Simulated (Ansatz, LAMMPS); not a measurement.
## 41In2O3-59Ga2O3 (mol %) with crystalline order left by the classical run (85 atoms) under strain

Aim: relax 41In2O3-59Ga2O3 (mol %) with crystalline order left by the classical run (85 atoms), then change its volume and shape to read moduli from the stress.

Main program and level: Ansatz 0.2.0; Kohn-Sham DFT, PBE, PAW (set soft_2), plane waves.

## 1. Starting point

The cell holds 85 atoms: 14 In, 20 Ga and 51 O. Its edges and angles: a = 9.956 Å, b = 9.956 Å, c = 9.956 Å, α = 90.0°, β = 90.0°, γ = 90.0°. 85 atoms (14 Sc, 20 Fe, 51 O) placed at random at 4.09 g/cm³, melted at 5000 K for 10 ps at fixed volume with the Morse and Coulomb pair potential with partial charges (Pedone, Malavasi, Menziani, Cormack and Segre, J. Phys. Chem. B 110, 11780 (2006)). Quenched from 5000 K to 300 K at 10 K/ps and fixed volume, held 10 ps at zero pressure, then minimised at fixed cell. Then Sc was replaced by In, Fe was replaced by Ga and the cell scaled by 1.017 (the potential has no terms for the new elements, so the cell is a start for a DFT relaxation).

What the set-up can't give: The quench rate of 10 K/ps far exceeds what a furnace or splat quench reaches, so expect more defects and frozen-in strain than in a real sample. The starting topology of bonds comes from the classical model, and needn't be the one that DFT or experiment would give. Only the Γ point is sampled.

## 2. Single point at the start

A single point comes first, to see the forces before anything moves.

Contents of input.yaml:

```yaml
crystal:
  lattice:
    - [9.9563, 0.0, 0.0]
    - [0.0, 9.9563, 0.0]
    - [0.0, 0.0, 9.9563]
  atoms:
    - { symbol: In, position: [0.15409, 0.17036, 0.09502] }
    - { symbol: In, position: [0.54218, 0.91224, 0.46497] }
    - { symbol: In, position: [0.26075, 0.67686, 0.32285] }
    - { symbol: In, position: [0.27137, 0.76777, 0.70136] }
    - { symbol: In, position: [0.23024, 0.02197, 0.34016] }
    - { symbol: In, position: [0.74208, 0.75064, 0.69147] }
    - { symbol: In, position: [0.00465, 0.85364, 0.55409] }
    - { symbol: In, position: [0.26924, 0.12856, 0.63916] }
    - { symbol: In, position: [0.34483, 0.86317, 0.0156] }
    - { symbol: In, position: [0.54654, 0.12615, 0.16218] }
    - { symbol: In, position: [0.99619, 0.69201, 0.85488] }
    - { symbol: In, position: [0.44842, 0.32576, 0.85772] }
    - { symbol: In, position: [0.27413, 0.34634, 0.33393] }
    - { symbol: In, position: [0.74807, 0.43349, 0.6529] }
    - { symbol: Ga, position: [0.76204, 0.90174, 0.0247] }
    - { symbol: Ga, position: [0.59127, 0.25829, 0.44234] }
    - { symbol: Ga, position: [0.24654, 0.47876, 0.62087] }
    - { symbol: Ga, position: [0.24527, 0.565, 0.97645] }
    - { symbol: Ga, position: [0.49864, 0.48606, 0.12261] }
    - { symbol: Ga, position: [0.51259, 0.6577, 0.84698] }
    - { symbol: Ga, position: [0.76277, 0.53725, 0.96832] }
    - { symbol: Ga, position: [0.51056, 0.56753, 0.4674] }
    - { symbol: Ga, position: [0.04243, 0.00896, 0.85252] }
    - { symbol: Ga, position: [0.79368, 0.06968, 0.66878] }
    - { symbol: Ga, position: [0.78814, 0.21466, 0.97625] }
    - { symbol: Ga, position: [0.02155, 0.80822, 0.16878] }
    - { symbol: Ga, position: [0.99252, 0.56927, 0.48165] }
    - { symbol: Ga, position: [0.76686, 0.39828, 0.26606] }
    - { symbol: Ga, position: [0.00917, 0.33049, 0.80074] }
    - { symbol: Ga, position: [0.97319, 0.22446, 0.50221] }
    - { symbol: Ga, position: [0.84968, 0.0506, 0.29246] }
    - { symbol: Ga, position: [0.55111, 0.00613, 0.83516] }
    - { symbol: Ga, position: [0.00605, 0.48723, 0.12817] }
    - { symbol: Ga, position: [0.7599, 0.68196, 0.30989] }
    - { symbol: O, position: [0.11442, 0.34579, 0.19618] }
    - { symbol: O, position: [0.23072, 0.03404, 0.95691] }
    - { symbol: O, position: [0.82557, 0.84568, 0.23035] }
    - { symbol: O, position: [0.83679, 0.38241, 0.08391] }
    - { symbol: O, position: [0.57831, 0.22394, 0.98093] }
    - { symbol: O, position: [0.90623, 0.65017, 0.04489] }
    - { symbol: O, position: [0.082, 0.78064, 0.37661] }
    - { symbol: O, position: [0.33612, 0.16574, 0.2261] }
    - { symbol: O, position: [0.14843, 0.63057, 0.14968] }
    - { symbol: O, position: [0.96643, 0.89975, 0.99913] }
    - { symbol: O, position: [0.43514, 0.84062, 0.80464] }
    - { symbol: O, position: [0.5907, 0.73205, 0.3862] }
    - { symbol: O, position: [0.05228, 0.03454, 0.23241] }
    - { symbol: O, position: [0.16316, 0.19318, 0.45971] }
    - { symbol: O, position: [0.34043, 0.39835, 0.02027] }
    - { symbol: O, position: [0.81001, 0.33274, 0.82487] }
    - { symbol: O, position: [0.00404, 0.18886, 0.95217] }
    - { symbol: O, position: [0.89522, 0.01754, 0.48457] }
    - { symbol: O, position: [0.36613, 0.0085, 0.49374] }
    - { symbol: O, position: [0.33953, 0.55926, 0.77451] }
    - { symbol: O, position: [0.74761, 0.04559, 0.85987] }
    - { symbol: O, position: [0.76621, 0.08778, 0.12464] }
    - { symbol: O, position: [0.83732, 0.58442, 0.77672] }
    - { symbol: O, position: [0.67111, 0.56796, 0.16817] }
    - { symbol: O, position: [0.17072, 0.49672, 0.44143] }
    - { symbol: O, position: [0.95214, 0.40339, 0.58551] }
    - { symbol: O, position: [0.58302, 0.31816, 0.24706] }
    - { symbol: O, position: [0.64875, 0.92999, 0.63975] }
    - { symbol: O, position: [0.16155, 0.94617, 0.67111] }
    - { symbol: O, position: [0.61661, 0.07203, 0.35895] }
    - { symbol: O, position: [0.41865, 0.36819, 0.51414] }
    - { symbol: O, position: [0.9153, 0.86314, 0.74132] }
    - { symbol: O, position: [0.97622, 0.14909, 0.6952] }
    - { symbol: O, position: [0.90949, 0.54208, 0.3042] }
    - { symbol: O, position: [0.44435, 0.14745, 0.75076] }
    - { symbol: O, position: [0.53485, 0.95493, 0.0388] }
    - { symbol: O, position: [0.68302, 0.75909, 0.90151] }
    - { symbol: O, position: [0.85627, 0.24858, 0.35052] }
    - { symbol: O, position: [0.39811, 0.52103, 0.28935] }
    - { symbol: O, position: [0.68239, 0.45872, 0.44729] }
    - { symbol: O, position: [0.09539, 0.65729, 0.64996] }
    - { symbol: O, position: [0.58258, 0.48517, 0.913] }
    - { symbol: O, position: [0.41716, 0.66188, 0.02808] }
    - { symbol: O, position: [0.18898, 0.75334, 0.90181] }
    - { symbol: O, position: [0.84795, 0.71001, 0.50971] }
    - { symbol: O, position: [0.70147, 0.22787, 0.59594] }
    - { symbol: O, position: [0.34959, 0.6895, 0.52056] }
    - { symbol: O, position: [0.20334, 0.31503, 0.72226] }
    - { symbol: O, position: [0.29295, 0.86232, 0.22078] }
    - { symbol: O, position: [0.59311, 0.60379, 0.65816] }
    - { symbol: O, position: [0.0714, 0.48663, 0.91408] }
kpoints:
  mp_grid: { grid: [1, 1, 1] }
hamiltonian:
  xc: pbe
scf:
  occupations: { method: gaussian, width: 0.025 }
output:
  forces: true
```

Run with:

```console
$ ansatz run input.yaml --threads 4 --pin off --max-ram 8192MiB --backend cpu --events-out ev --progress --plain --runs-dir out
```

Log:

```text
[...]
Pseudopotentials: kind: paw
Pseudopotential: In, paw, valence charge 13, recommended cutoff 420 eV (normal), In.paw.azcp
Pseudopotential: Ga, paw, valence charge 13, recommended cutoff 420 eV (normal), Ga.paw.azcp
Pseudopotential: O, paw, valence charge 6, recommended cutoff 420 eV (normal), O.paw.azcp
[... 5 lines on functional and potentials left out ...]
Crystal: 85 atoms, lattice volume = 986.947 Å³
Basis set: ecut = 420 eV, 19309 PW (Γ), exchange–correlation on 144×144×144 points (8 copies of the dense FFT grid, shifted against one another)
Bands: 459, of which v1, the nominal top of the filled ones, is band 374 counted from 1 (373 counted from 0)
Symmetry: 1 space group operations
Space group: P1 (ITA 1), of the structure as read, at distance tolerance 1.0e-4 Å
k-points: 1
[... 7 lines on functional and potentials left out ...]
Initial density: superposition of atomic densities (neutral atoms: chi_scale 0, normalization atom), corrected by the library's trained network
Initial wavefunctions: pseudopotential atomic-orbital guess
[...]
SCF iter   1: F=—  HF=-182971.043111 eV  |F-HF|=—  |Δ(HF+E_count)|=         —  Δρ=2.76e-3  dr2=1.27e-1  ethr=1.77e-3  ⟨swp⟩=6.0  Hψ=1678  notcnv=0  defer=5
preconditioner: auto → Resta (q_TF=auto, 2.605 Å⁻¹)  ε∞=4.8  [insulator: Δε(μ)=0.880 eV  Ē_g=16.610 eV  σ=0.025 eV  W_gap=1.00  n_scr=304 (ndim 8)  ℏωp=32.3 eV  f_vac=0.031  D(μ)=0.00/eV (n_scr^D=0)  ε∞_Penn≈4.8]
SCF iter   2: F=—  HF=-182971.023212 eV  |F-HF|=—  |Δ(HF+E_count)|=   1.99e-2  Δρ=1.53e-3  dr2=2.63e-2  ethr=1.69e-5  ⟨swp⟩=2.0  Hψ=902  notcnv=0  defer=80
SCF iter   3: F=—  HF=-182971.021411 eV  |F-HF|=—  |Δ(HF+E_count)|=   1.80e-3  Δρ=6.77e-4  dr2=8.59e-3  ethr=3.52e-6  ⟨swp⟩=2.0  Hψ=726  notcnv=0  defer=54
automatic band count: iteration 3 solves 433 bands in place of 459: the levels show a gap, and the empty bands left out lie too high to hold charge; the band table lists the bands solved (type scf.n_extra_bands for more)
SCF iter   4: F=—  HF=-182971.020456 eV  |F-HF|=—  |Δ(HF+E_count)|=   9.55e-4  Δρ=2.53e-4  dr2=6.18e-4  ethr=1.15e-6  ⟨swp⟩=2.0  Hψ=526  notcnv=0  defer=54
SCF iter   5: F=—  HF=-182971.020487 eV  |F-HF|=—  |Δ(HF+E_count)|=   3.09e-5  Δρ=1.42e-4  dr2=1.96e-4  ethr=8.26e-8  ⟨swp⟩=2.0  Hψ=735  notcnv=0  defer=54
[...]
SCF iter   9: F=—  HF=-182971.021615 eV  |F-HF|=—  |Δ(HF+E_count)|=   4.34e-7  Δρ=4.73e-6  dr2=2.16e-7  ethr=1.15e-10  ⟨swp⟩=2.0  Hψ=741  notcnv=0  defer=54
SCF iter  10: F=-182971.021616 eV  HF=-182971.021616 eV  |F-HF|=1.11e-8  |Δ(HF+E_count)|=   4.88e-8  Δρ=1.70e-6  dr2=2.69e-8  ethr=1.34e-11  ⟨swp⟩=4.0  Hψ=1308  notcnv=0
SCF 1 converged in 10 iterations: F = -182971.021616 eV  dr2 = 2.69e-8
[...]
SCF converged after 10 iterations
Free energy (F): -182971.021616 eV
Harris-Foulkes:  -182971.021616 eV  (|F-HF|=1.11e-8)
Internal energy: -182971.021616 eV  (E = F + TS)
E sigma→0 (E₀):  -182971.021616 eV
Fermi energy:    9.075630 eV
--- Per-component energies (eV) ---
[...]
Σ components = -182971.021616   (vs F -182971.021616, Δ=0.00e0)
--- Forces (eV/Å), atoms counted from 1 ---
  atom   1  In     0.08210136     0.21475549    -0.49144993
  atom   2  In    -0.58519404    -0.26769148    -0.14815047
  atom   3  In     0.33749979     0.70724941     0.47752145
  atom   4  In     0.23736191    -0.00397337    -0.55195609
[...]
atom  85  O      0.29552994    -0.77019846     0.40215035
  max |Σ_I F_I| component: 2.28e-5 eV/Å
```

It took 12 s on 4 threads of AMD EPYC 9R14 (Zen 4), shared host; peak memory 1.7 GiB.

In the SCF lines HF is the Harris–Foulkes energy and dr2 the Hartree energy of the density residual, in eV; the loop may stop once dr2 is under the threshold and the program's other checks hold. Hψ counts applications of the Hamiltonian.

The r.m.s. force at the start is 0.55 eV/Å.

[end of part 1 of 4]

[Logs are printed without paths, hosts, clocks, repeated set-up lines and the standing remarks that a program may print on its own settings, such as how far it seeks lower states.]

[Hosts, paths, dates, database ids (printed as entryN), source tags and the programs' standing remarks are cut or masked in the printed files.]
